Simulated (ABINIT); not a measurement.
Planning a run of ABINIT 10.8.3 on CdS (Greenockite). The input:

```
acell 3*1.0 Angstrom
rprim 
  4.149999999997 0.000000000001 0.000000000000
  -2.074999999999 3.594005425702 0.000000000000
  0.000000000000 0.000000000000 6.737000000000
ntypat 2
znucl 48 16
natom 4
typat 1 1 2 2
xred 
  0.333333333333 0.666666666667 0.000000000000
  0.666666666667 0.333333333333 0.500000000000
  0.333333333333 0.666666666667 0.375000000000
  0.666666666667 0.333333333333 0.875000000000
pp_dirpath "pseudos"
pseudos "Cd.upf, S.upf"
ecut 47
ngkpt 3 3 2
nshiftk 1
shiftk 0 0 0
kptopt 1
chksymbreak 0
istwfk *1
occopt 1
irdwfk 1
optdriver 4
nband 67
gwcalctyp 27
ecutsigx 47
symsigma 0
nkptgw 6
kptgw 
  0.0000000000 0.0000000000 0.0000000000
  0.3333333333 0.0000000000 0.0000000000
  0.3333333333 0.3333333333 0.0000000000
  0.0000000000 0.0000000000 0.5000000000
  0.3333333333 0.0000000000 0.5000000000
  0.3333333333 0.3333333333 0.5000000000
bdgw 
  11 34
  11 34
  11 34
  11 34
  11 34
  11 34
ecuteps 3.2
irdscr 1
irdqps 1
rhoqpmix 0.3
indata_prefix "in"
outdata_prefix "out"
tmpdata_prefix "tmp"
```

The database entry behind the starting cell differs from later determinations by our own check (about 0.35 % long), so it need not match the best structure at ambient conditions.

```sh
OMP_NUM_THREADS=1 mpirun -n 4 abinit run.abi > log
```

Question: How long will it take on 4 MPI ranks of Arm Neoverse V1, shared host, and how much memory?

It took 70 s; on shared hardware allow 35 s to 2.3 min. Peak host memory was 2.5 GiB.

[Paths, hosts, dates, memory and timing lines, banners, echoed tables and standing remarks are left out of the program output.]

[Logs are printed without paths, hosts, clocks, repeated set-up lines and the standing remarks that a program may print on its own settings, such as how far it seeks lower states.]

[Runs of the session that timed out or met a known fault of the program may be left out.]

[Hosts, paths, dates, database ids (printed as entryN), source tags and the programs' standing remarks are cut or masked in the printed files.]

[G0W0 gaps are taken among the corrected bands and points alone; a level outside them can change the order at an edge.]

[Where Ansatz stands beside ABINIT at settings called matched, ABINIT's density can come from a denser mesh and the files from another edition; pairs whose starting gaps differed by over 0.03 eV were left out, so agreement reads better than it is.]
